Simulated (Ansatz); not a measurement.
# linear Y chain: one chain at several levels of theory, part 2 of 3

How many channels does the linear Y chain carry, and how sure is the answer?

Ansatz 0.2.0; DFT PBE, plane waves, PAW; relaxation of a chain's period (the session's first sound run).

So far. Step 2 (The relaxed wire, level PBE, cutoff 420 eV): The cell's length comes to 3.013 Å with no moment. That is -15 % against the start, more than a small adjustment.

**3. Bands of the perfect wire, level PBE, k-mesh 1×1×27**

This step: DFT PBE, plane waves, PAW; channels and complex bands of a perfect chain (Ansatz 0.2.0).

At the relaxed period the Bloch states of the perfect chain are found at each energy: those that move forward count the open channels, and those that decay describe how a disturbance dies away inside the wire itself. An energy step of 0.035 eV is under the 0.039 eV that the program asks for its thermal average at 300 K.

input.yaml

```yaml
crystal:
  lattice:
    - [12.0, 0.0, 0.0]
    - [0.0, 12.0, 0.0]
    - [0.0, 0.0, 3.0126025819]
  atoms:
    - { symbol: "Y", position: [0.5, 0.5, 0.0] }
kpoints:
  mp_grid: { grid: [1, 1, 27] }
  band_path: { path: ["Γ", Z], npoints: 60 }
scf:
  occupations: { method: fermi_dirac, width: 0.05 }
hamiltonian:
  xc: pbe
output:
  transmission:
    e_range: [-2, 2]
    de: 0.035
    kmesh: [1, 1]
    reduced_basis: true
    leads: [[0, 0]]
  dos: { projected: true, e_range: [-6, 4] }
  write_potential: true
  write_density: true
  volumetric_format: npy
  elf: true
```

Started as:

```console
ansatz run input.yaml --threads 8 --pin off --max-ram 16384MiB --backend cpu --events-out ev --progress --plain --runs-dir out
```

Numbers of over 12 decimals in the logs are rounded to 6 here.

What it wrote:

```text
[...]
Crystal: 1 atoms, lattice volume = 433.815 Å³
Basis set: ecut = 420 eV, 8419 PW (Γ)
Bands: 10, of which v1, the nominal top of the filled ones, is band 6 counted from 1 (5 counted from 0)
Symmetry: 16 space group operations
[...]
k-points: 14 of 27
[...]
SCF iter   1: F=—  HF=-3845.752002 eV  |F-HF|=—  |Δ(HF+E_count)|=         —  Δρ=3.21e-3  dr2=1.22e-1  ethr=1.77e-3  ⟨swp⟩=5.4  Hψ=903  notcnv=0
[...]
SCF iter   7: F=-3845.716932 eV  HF=-3845.716931 eV  |F-HF|=2.55e-7  |Δ(HF+E_count)|=   6.63e-7  Δρ=2.00e-6  dr2=9.03e-9  ethr=9.09e-10  ⟨swp⟩=4.1  Hψ=556  notcnv=0
SCF 1 converged in 7 iterations: F = -3845.716932 eV  dr2 = 9.03e-9
[...]
NSCF: frozen V_eff on 61 k-points
transmission: 4 of 24 steps passed
transmission: 8 of 24 steps passed
[...]
transmission: 24 of 24 steps passed
WARN: The output density's exchange-correlation potential varies sharply where the density is thin. Do not read a vacuum level from v_tot or v_xc, or from such a field of the output density. On a cell that repeats whose density bears no net charge and no dipole along the vacuum's axis use v_es (v_loc + v_h of the components); under efield.dipole_correction with no amplitude use v_es + v_field, which holds any externa [...]
SCF converged after 7 iterations
Free energy (F): -3845.716932 eV
[...]
Internal energy: -3845.693283 eV  (E = F + TS)
E sigma→0 (E₀):  -3845.705107 eV
Entropy (-TS):   -0.023649 eV (-23.649 meV/atom)
Fermi energy:    -1.809714 eV
[...]
--- Band table (eV; the first three rows and the last of 14) ---
[...]
--- Transmission ---
  basis      : 1265 plane waves across, 4 finite elements along
  points     : 1, standing for a mesh of 1 x 1
  filling    : by the input's occupations and mesh, since the crystals that have channels conduct as metals do. If one of these is a semiconductor, that mesh has misplaced its level
  energies   : 115 from -2.000000 to 1.990000 eV about the Fermi level, 0.035000 eV apart; the leads are filled to 0.000000 eV, and channels, transmission and decay are at -0.005000 eV
  crystal 0  : Y1, at the sites [0, 0], period 3.0126 Å: whole cells are its period
    offset         : up to 0.0000 Å between an atom of the period and one for which it stands
    filled         : 9.4 meV over the level at which it is neutral
    channels       : 4.000000e0 a spin
    conductance    : 2.1502e14 S/m² at 300 K; may be off by some 0.0 % by where its bands' edges are placed, 0.0 % from the distance to neutral
```

The job ended after 33 s (8 threads of Arm Neoverse V1, shared host; peak memory 1.1 GiB; 3.2 min of CPU time).

This step gave:

```
energy at zero smearing                                  : -3845.7051 eV
channels at the energy nearest the Fermi level, one spin : 4
conductance of the lead as this run defines it           : 3.996 G₀
band gap                                                 : 0 eV
```

Table of open channels of the lead, one spin by energy, zero at the Fermi level:

| energy (eV) | open channels of the lead, one spin |
| --- | --- |
| -2.000 | 1 |
| -1.790 | 1 |
| -1.615 | 1 |
| -1.405 | 1 |
| -1.195 | 1 |
| -0.985 | 1 |
| -0.810 | 1 |
| -0.600 | 1 |
| -0.390 | 3 |
| -0.215 | 3 |
| -0.005 | 4 |
| 0.205 | 4 |
| 0.415 | 4 |
| 0.590 | 6 |
| 0.800 | 4 |
| 1.010 | 4 |
| 1.185 | 4 |
| 1.395 | 4 |
| 1.605 | 4 |
| 1.815 | 3 |

The slowest values at each energy, most degenerate partners merged, listed up to 1.5 1/Å. Table of Im kz of the slowest decaying states by energy, zero at the Fermi level:

| energy (eV) | decay 1 (Å⁻¹) | decay 2 (Å⁻¹) | decay 3 (Å⁻¹) | decay 4 (Å⁻¹) |
| --- | --- | --- | --- | --- |
| -2.0000 | 0.550 | 0.604 | 0.914 | 0.918 |
| -1.7550 | 0.506 | 0.556 | 0.872 | 0.876 |
| -1.5100 | 0.457 | 0.506 | 0.829 | 0.833 |
| -1.2650 | 0.399 | 0.453 | 0.782 | 0.786 |
| -0.9850 | 0.318 | 0.386 | 0.724 | 0.728 |
| -0.7400 | 0.217 | 0.321 | 0.668 | 0.671 |
| -0.4950 | 0.244 | 0.605 | 0.609 | 0.713 |
| -0.2500 | 0.133 | 0.534 | 0.538 | 0.659 |
| -0.0050 | 0.448 | 0.453 | 0.597 | 0.804 |
| 0.2400 | 0.339 | 0.344 | 0.523 | 0.763 |
| 0.4850 | 0.157 | 0.167 | 0.423 | 0.719 |
| 0.7650 | 0.121 | 0.665 | 0.792 | 0.885 |
| 1.0100 | 0.266 | 0.614 | 0.748 | 0.848 |
| 1.2550 | 0.298 | 0.558 | 0.701 | 0.809 |
| 1.5000 | 0.308 | 0.496 | 0.651 | 0.768 |
| 1.7450 | 0.0257 | 0.306 | 0.425 | 0.597 |

The electronic bands at the labelled points (eV, zero at the Fermi level):

| point | band 5 | band 6 | band 7 | band 8 | band 9 | band 10 |
| --- | --- | --- | --- | --- | --- | --- |
| Γ | -2.39 | -0.14 | 0.55 | 0.56 | 0.75 | 0.75 |
| halfway | -0.76 | 0.36 | 0.36 | 1.20 | 1.21 | 1.57 |
| Z | -0.54 | -0.54 | 1.72 | 2.09 | 2.09 | 2.47 |

The electronic bands as a text plot (rows in eV):

```
    2.8 |                                       ************
    2.5 |                                    ***            *****
    2.3 |                                  **
    2.1 |                               ***              ********
    1.9 |                             **           ******
    1.7 |                            *       ******          ****
    1.4 |                          **   *****              **
    1.2 |                        *******                ***
    1.0 |                    ******                   **
    0.8 |**********************                    ***
    0.6 |************    **********               *
    0.3 |              **          ****         **
    0.1 |         *****                ***** ***
   -0.1 |*********                         *******
   -0.3 |                               ***       ******
   -0.5 |                             **                *********
   -0.8 |                           **
   -1.0 |                         **
   -1.2 |                      ***
   -1.4 |                   ***
   -1.6 |                ***
   -1.8 |              **
   -2.1 |         *****
   -2.3 |*********
         Γ                                                      Z
```

Valence density in the ca plane at fractional y = 0.500, with atoms of Y within 0.2 Å of it. It is the smooth field of the valence electrons, not physical close to the nuclei.

Values in e/Å³, 24 rows by 16 columns, each cell a mean:
```
0.0 0.0 0.0 0.0 0.0 0.0 0.0 0.0 0.0 0.0 0.0 0.0 0.0 0.0 0.0 0.0
0.0 0.0 0.0 0.0 0.0 0.0 0.0 0.0 0.0 0.0 0.0 0.0 0.0 0.0 0.0 0.0
0.0 0.0 0.0 0.0 0.0 0.0 0.0 0.0 0.0 0.0 0.0 0.0 0.0 0.0 0.0 0.0
0.0 0.0 0.0 0.0 0.0 0.0 0.0 0.0 0.0 0.0 0.0 0.0 0.0 0.0 0.0 0.0
0.0 0.0 0.0 0.0 0.0 0.0 0.0 0.0 0.0 0.0 0.0 0.0 0.0 0.0 0.0 0.0
0.0 0.0 0.0 0.0 0.0 0.0 0.0 0.0 0.0 0.0 0.0 0.0 0.0 0.0 0.0 0.0
0.0 0.0 0.0 0.0 0.0 0.0 0.0 0.0 0.0 0.0 0.0 0.0 0.0 0.0 0.0 0.0
0.0 0.0 0.0 0.0 0.0 0.0 0.0 0.0 0.0 0.0 0.0 0.0 0.0 0.0 0.0 0.0
0.0 0.0 0.0 0.0 0.0 0.0 0.0 0.1 0.1 0.1 0.0 0.0 0.0 0.0 0.0 0.0
0.3 0.3 0.2 0.2 0.1 0.1 0.1 0.1 0.1 0.1 0.1 0.1 0.1 0.2 0.2 0.3
2.3 2.2 1.8 1.2 0.7 0.4 0.2 0.2 0.2 0.2 0.2 0.4 0.7 1.2 1.8 2.2
3.4 3.6 3.5 2.6 1.5 0.7 0.3 0.2 0.2 0.2 0.3 0.7 1.5 2.6 3.5 3.6
3.4 3.4 3.0 2.1 1.2 0.6 0.3 0.2 0.2 0.2 0.3 0.6 1.2 2.1 3.0 3.4
1.2 1.1 0.9 0.6 0.4 0.2 0.2 0.1 0.1 0.1 0.2 0.2 0.4 0.6 0.9 1.1
0.1 0.1 0.1 0.1 0.1 0.1 0.1 0.1 0.1 0.1 0.1 0.1 0.1 0.1 0.1 0.1
0.0 0.0 0.0 0.0 0.0 0.0 0.0 0.0 0.0 0.0 0.0 0.0 0.0 0.0 0.0 0.0
0.0 0.0 0.0 0.0 0.0 0.0 0.0 0.0 0.0 0.0 0.0 0.0 0.0 0.0 0.0 0.0
0.0 0.0 0.0 0.0 0.0 0.0 0.0 0.0 0.0 0.0 0.0 0.0 0.0 0.0 0.0 0.0
0.0 0.0 0.0 0.0 0.0 0.0 0.0 0.0 0.0 0.0 0.0 0.0 0.0 0.0 0.0 0.0
0.0 0.0 0.0 0.0 0.0 0.0 0.0 0.0 0.0 0.0 0.0 0.0 0.0 0.0 0.0 0.0
0.0 0.0 0.0 0.0 0.0 0.0 0.0 0.0 0.0 0.0 0.0 0.0 0.0 0.0 0.0 0.0
0.0 0.0 0.0 0.0 0.0 0.0 0.0 0.0 0.0 0.0 0.0 0.0 0.0 0.0 0.0 0.0
0.0 0.0 0.0 0.0 0.0 0.0 0.0 0.0 0.0 0.0 0.0 0.0 0.0 0.0 0.0 0.0
0.0 0.0 0.0 0.0 0.0 0.0 0.0 0.0 0.0 0.0 0.0 0.0 0.0 0.0 0.0 0.0
```
Columns run along c (3.0 Å), rows up along a (12.0 Å). Atoms in or near the plane, at fractional coordinates: Y at (0.00, 0.50).

ELF in the ca plane at fractional y = 0.500, with atoms of Y within 0.2 Å of it. It is the smooth field of the valence electrons, not physical close to the nuclei.

Ten even steps from '0' (0.00) to '9' (0.82), each cell a mean:
```
0000000000000000
0000000000000000
0000000000000000
0000000000000000
0000000010000000
0000112232211000
0011245666542110
0012467888764210
0001357898753100
3322235676532223
9998643343346899
6799852111258997
8999852222258999
8876433454334678
0111246787642111
0002468898864200
0012356777653210
0001234454432100
0000011121110000
0000000000000000
0000000000000000
0000000000000000
0000000000000000
0000000000000000
```
Columns run along c (3.0 Å), rows up along a (12.0 Å). Atoms in or near the plane, at fractional coordinates: Y at (0.00, 0.50).

Electrostatic potential energy in the ca plane at fractional y = 0.500, with atoms of Y within 0.2 Å of it. With pseudopotentials it is smooth inside the atoms' cores, unlike the true potential.

Values in eV, 24 rows by 16 columns, each cell a mean:
```
  1   1   1   1   1   1   1   1   1   1   1   1   1   1   1   1
  1   1   1   1   1   1   1   1   1   1   1   1   1   1   1   1
  1   1   1   1   1   1   1   1   1   1   1   1   1   1   1   1
  1   1   1   1   1   1   1   1   1   1   1   1   1   1   1   1
  1   1   1   1   1   1   1   1   1   1   1   1   1   1   1   1
  1   1   1   1   1   1   1   1   1   1   1   1   1   1   1   1
  0   1   1   1   1   1   1   1   1   1   1   1   1   1   1   1
  0   0   0   0   0   0   1   1   1   1   1   0   0   0   0   0
 -4  -3  -3  -2  -2  -1   0   0   0   0   0  -1  -2  -2  -3  -3
-13 -13 -10  -8  -6  -4  -2  -1  -1  -1  -2  -4  -6  -8 -10 -13
-46 -45 -40 -31 -19 -11  -6  -4  -3  -4  -6 -11 -19 -31 -40 -45
-52 -52 -52 -51 -37 -20 -10  -7  -5  -7 -10 -20 -37 -51 -52 -52
-52 -52 -51 -46 -31 -17  -9  -6  -5  -6  -9 -17 -31 -46 -51 -52
-33 -32 -26 -19 -12  -7  -4  -3  -2  -3  -4  -7 -12 -19 -26 -32
 -7  -7  -6  -5  -3  -2  -1  -1   0  -1  -1  -2  -3  -5  -6  -7
 -2  -2  -2  -1  -1   0   0   0   1   0   0   0  -1  -1  -2  -2
  0   0   0   0   0   1   1   1   1   1   1   1   0   0   0   0
  1   1   1   1   1   1   1   1   1   1   1   1   1   1   1   1
  1   1   1   1   1   1   1   1   1   1   1   1   1   1   1   1
  1   1   1   1   1   1   1   1   1   1   1   1   1   1   1   1
  1   1   1   1   1   1   1   1   1   1   1   1   1   1   1   1
  1   1   1   1   1   1   1   1   1   1   1   1   1   1   1   1
  1   1   1   1   1   1   1   1   1   1   1   1   1   1   1   1
  1   1   1   1   1   1   1   1   1   1   1   1   1   1   1   1
```
Columns run along c (3.0 Å; values clipped at the 3rd and 97th percentile), rows up along a (12.0 Å). Atoms in or near the plane, at fractional coordinates: Y at (0.00, 0.50).

By hand: the program gives 2.1502 × 10^14 S/m² over the cell's cross-section of 144.00 Å² = 1.440 × 10^-18 m², so one cell conducts 3.096 × 10^-4 S. Divided by G0 = 2e²/h = 7.748 × 10^-5 S this is 4.00 G0, a resistance of 3.23 kΩ.

At the computed energy nearest the Fermi level there are 4 channels a spin, and the thermal average gives 4.00 G₀.

**4. The relaxed wire**

This step: DFT PBEsol, plane waves, PAW; relaxation of a chain's period (Ansatz 0.2.0).

The relaxation is repeated under another functional. PBEsol weakens PBE's gradient terms and usually lands between LDA and PBE.

input.yaml

```yaml
crystal:
  lattice:
    - [12.0, 0.0, 0.0]
    - [0.0, 12.0, 0.0]
    - [0.0, 0.0, 3.534]
  atoms:
    - { symbol: "Y", position: [0.5, 0.5, 0.0], spin: 1.0 }
magnetization:
  spin_polarized: true
kpoints:
  mp_grid: { grid: [1, 1, 23] }
scf:
  occupations: { method: fermi_dirac, width: 0.05 }
hamiltonian:
  xc: pbesol
relax:
  cell: { fix: [a, b, alpha, beta, gamma] }
  max_steps: 60
```

What it wrote:

```text
[...]
Crystal: 1 atoms, lattice volume = 508.896 Å³
Basis set: ecut = 420 eV, 9891 PW (Γ), exchange–correlation on 162×162×48 points (8 copies of the dense FFT grid, shifted against one another)
Bands: 10, of which v1, the nominal top of the filled ones, is band 6 counted from 1 (5 counted from 0)
Symmetry: 16 space group operations
[...]
-0.004303       0.000000       0.000000
        0.000000      -0.004303       0.000000
        0.000000       0.000000      -0.004640
  P = ⅓ Tr σ = -0.0044 GPa (-0.044 kbar)
--- Relaxed structure (6 steps of the walk, 6 accepted, 1 SCFs on fresh bases) ---
[...]
cell:  # Å, volume = 420.9140 Å³
    - [12.0, 0.0, 0.0]
    - [0.0, 12.0, 0.0]
    - [0.0, 0.0, 2.923014]
  atoms:
    - { symbol: Y, position: [0.5, 0.5, 0.0] }
[key lines of the parts left out:]
SCF converged after 5 iterations
Magnetization: 0.0000 μB (5.5000 up, 5.5000 down)
Free energy (F): -3791.910726 eV
Fermi energy:    -1.906357 eV
```

Elapsed: 15 s, on 8 threads; peak memory 0.88 GiB; 1.8 min of CPU time.

The steps of the relaxation:

| step | energy less that of the first step (eV) | largest force component (eV/Å) | pressure (GPa) | volume (Å³) |
| --- | --- | --- | --- | --- |
| 1 | 0.0000 | 0.0000 | -0.25 | 508.90 |
| 2 | -0.0504 | 0.0000 | -0.23 | 497.68 |
| 3 | -0.1321 | 0.0000 | -0.11 | 472.87 |
| 4 | -0.1769 | 0.0000 | -0.13 | 449.67 |
| 5 | -0.2179 | 0.0000 | -0.02 | 424.86 |
| 6 | -0.2186 | 0.0000 | 0.00 | 420.91 |
| 7* | -0.2186 | 0.0000 | 0.00 | 420.91 |

Relaxation steps marked * repeat the geometry before them on a plane-wave basis chosen anew for their cell, so energy and pressure can jump there.

| cell as run | before | after | change |
| --- | --- | --- | --- |
| c (Å) | 3.534 | 2.923 | -17.3 % |

Final coordinates:

```
Y
1.0
    12.00000    0.00000    0.00000
     0.00000   12.00000    0.00000
     0.00000    0.00000    2.92301
Y
1
Direct
  0.50000 0.50000 0.00000
```

The cell's length comes to 2.923 Å, -3.0 % against the first run, with no moment. That is -17 % against the start, more than a small adjustment.

The cell shrank by 17.3 % in its periodic edges.

**5. The perfect wire, level PBEsol, k-mesh 1×1×28**

This step: DFT PBEsol, plane waves, PAW; channels and complex bands of a perfect chain (Ansatz 0.2.0).

The channels are counted again under PBEsol, at the period that it gave.

input.yaml

```yaml
crystal:
  lattice:
    - [12.0, 0.0, 0.0]
    - [0.0, 12.0, 0.0]
    - [0.0, 0.0, 2.9230139851]
  atoms:
    - { symbol: "Y", position: [0.5, 0.5, 0.0] }
kpoints:
  mp_grid: { grid: [1, 1, 28] }
  band_path: { path: ["Γ", Z], npoints: 60 }
scf:
  occupations: { method: fermi_dirac, width: 0.05 }
hamiltonian:
  xc: pbesol
output:
  transmission:
    e_range: [-2, 2]
    de: 0.035
    kmesh: [1, 1]
    reduced_basis: true
    leads: [[0, 0]]
  dos: { projected: true, e_range: [-6, 4] }
```

What it wrote:

```text
[...]
Crystal: 1 atoms, lattice volume = 420.914 Å³
Basis set: ecut = 420 eV, 8193 PW (Γ)
Bands: 10, of which v1, the nominal top of the filled ones, is band 6 counted from 1 (5 counted from 0)
Symmetry: 16 space group operations
[...]
k-points: 15 of 28
[...]
Fermi energy:    -1.874356 eV
[...]
--- Band table (eV; the first three rows and the last of 15) ---
[...]
--- Transmission ---
  basis      : 1265 plane waves across, 4 finite elements along
  points     : 1, standing for a mesh of 1 x 1
[...]
crystal 0  : Y1, at the sites [0, 0], period 2.9230 Å: whole cells are its period
[...]
filled         : 8.3 meV over the level at which it is neutral
    channels       : 4.000000e0 a spin
[...]
[key lines of the parts left out:]
SCF converged after 7 iterations
Free energy (F): -3791.913162 eV
```

Wall time 32 s (8 threads); peak memory 1.1 GiB.

At the computed energy nearest the Fermi level there are 4 channels a spin, and the thermal average gives 4.00 G₀.

**6. Relaxation of atoms and period**

This step: DFT LDA, plane waves, PAW; relaxation of a chain's period (Ansatz 0.2.0).

The relaxation is repeated under another functional. LDA has no gradient terms and tends to overbind, so it marks the short end of the likely bond lengths.

input.yaml

```yaml
crystal:
  lattice:
    - [12.0, 0.0, 0.0]
    - [0.0, 12.0, 0.0]
    - [0.0, 0.0, 3.534]
  atoms:
    - { symbol: "Y", position: [0.5, 0.5, 0.0], spin: 1.0 }
magnetization:
  spin_polarized: true
kpoints:
  mp_grid: { grid: [1, 1, 23] }
scf:
  occupations: { method: fermi_dirac, width: 0.05 }
hamiltonian:
  xc: lda
relax:
  cell: { fix: [a, b, alpha, beta, gamma] }
  max_steps: 60
```

What it wrote:

```text
[...]
Crystal: 1 atoms, lattice volume = 508.896 Å³
Basis set: ecut = 420 eV, 9891 PW (Γ)
Bands: 10, of which v1, the nominal top of the filled ones, is band 6 counted from 1 (5 counted from 0)
Symmetry: 16 space group operations
[...]
k-points: 12 of 23
[...]
Starting moments: Σ|m| = 1 μB on 1 of 1 site
[...]
-0.004303       0.000000       0.000000
        0.000000      -0.004303       0.000000
        0.000000       0.000000       0.025624
  P = ⅓ Tr σ = 0.0057 GPa (0.057 kbar)
--- Relaxed structure (7 steps of the walk, 7 accepted, 1 SCFs on fresh bases) ---
[...]
cell:  # Å, volume = 404.7319 Å³
    - [12.0, 0.0, 0.0]
    - [0.0, 12.0, 0.0]
    - [0.0, 0.0, 2.810638]
  atoms:
    - { symbol: Y, position: [0.5, 0.5, 0.0] }
[key lines of the parts left out:]
SCF converged after 6 iterations
Magnetization: 0.0000 μB (5.5000 up, 5.5000 down)
Free energy (F): -3742.339871 eV
Fermi energy:    -2.002091 eV
```

Wall time 27 s (8 threads); peak memory 0.94 GiB; 3.3 min of CPU time.

The steps of the relaxation:

| step | energy less that of the first step (eV) | largest force component (eV/Å) | pressure (GPa) | volume (Å³) |
| --- | --- | --- | --- | --- |
| 1 | 0.0000 | 0.0000 | -0.26 | 508.90 |
| 2 | -0.0541 | 0.0000 | -0.24 | 497.27 |
| 3 | -0.1550 | 0.0000 | -0.26 | 472.46 |
| 4 | -0.2611 | 0.0000 | -0.21 | 447.65 |
| 5 | -0.3294 | 0.0000 | -0.08 | 422.84 |
| 6 | -0.3421 | 0.0000 | -0.02 | 408.95 |
| 7 | -0.3425 | 0.0000 | 0.01 | 404.73 |
| 8* | -0.3424 | 0.0000 | 0.01 | 404.73 |

Relaxation steps marked * repeat the geometry before them on a plane-wave basis chosen anew for their cell, so energy and pressure can jump there.

| cell as run | before | after | change |
| --- | --- | --- | --- |
| c (Å) | 3.534 | 2.811 | -20.5 % |

Final coordinates:

```cif
data_structure
_symmetry_space_group_name_H-M 'P 1'
_symmetry_Int_Tables_number 1
_cell_length_a 12.0000
_cell_length_b 12.0000
_cell_length_c 2.8106
_cell_angle_alpha 90.000
_cell_angle_beta 90.000
_cell_angle_gamma 90.000
_cell_volume 404.73
loop_
_atom_site_label
_atom_site_type_symbol
_atom_site_fract_x
_atom_site_fract_y
_atom_site_fract_z
_atom_site_occupancy
Y1 Y 0.50000 0.50000 0.00000 1
```

The cell's length comes to 2.811 Å, -6.7 % against the first run, with no moment. That is -20 % against the start, more than a small adjustment.

The cell shrank by 20.5 % in its periodic edges.

**7. The wire at its relaxed period, level LDA, k-mesh 1×1×29**

This step: DFT LDA, plane waves, PAW; channels and complex bands of a perfect chain (Ansatz 0.2.0).

The channels are counted again under LDA, at the period that it gave.

input.yaml

```yaml
crystal:
  lattice:
    - [12.0, 0.0, 0.0]
    - [0.0, 12.0, 0.0]
    - [0.0, 0.0, 2.8106384074]
  atoms:
    - { symbol: "Y", position: [0.5, 0.5, 0.0] }
kpoints:
  mp_grid: { grid: [1, 1, 29] }
  band_path: { path: ["Γ", Z], npoints: 60 }
scf:
  occupations: { method: fermi_dirac, width: 0.05 }
hamiltonian:
  xc: lda
output:
  transmission:
    e_range: [-2, 2]
    de: 0.035
    kmesh: [1, 1]
    reduced_basis: true
    leads: [[0, 0]]
  dos: { projected: true, e_range: [-6, 4] }
```

What it wrote:

```text
[...]
Crystal: 1 atoms, lattice volume = 404.732 Å³
Basis set: ecut = 420 eV, 7945 PW (Γ)
Bands: 10, of which v1, the nominal top of the filled ones, is band 6 counted from 1 (5 counted from 0)
Symmetry: 16 space group operations
[...]
k-points: 15 of 29
[...]
Fermi energy:    -2.022344 eV
[...]
--- Band table (eV; the first three rows and the last of 15) ---
[...]
--- Transmission ---
  basis      : 1265 plane waves across, 4 finite elements along
  points     : 1, standing for a mesh of 1 x 1
[...]
crystal 0  : Y1, at the sites [0, 0], period 2.8106 Å: whole cells are its period
[...]
filled         : 13.8 meV over the level at which it is neutral
    channels       : 4.000000e0 a spin
[...]
[key lines of the parts left out:]
SCF converged after 7 iterations
Free energy (F): -3742.340155 eV
```

Run time: 27 s. Hardware: 8 threads; peak memory 1 GiB; 2.7 min of CPU time.

At the computed energy nearest the Fermi level there are 4 channels a spin, and the thermal average gives 4.00 G₀.

(Continued in part 3 of 3.)

[Logs are printed without paths, hosts, clocks, repeated set-up lines and the standing remarks that a program may print on its own settings, such as how far it seeks lower states.]

[Hosts, paths, dates, database ids (printed as entryN), source tags and the programs' standing remarks are cut or masked in the printed files.]
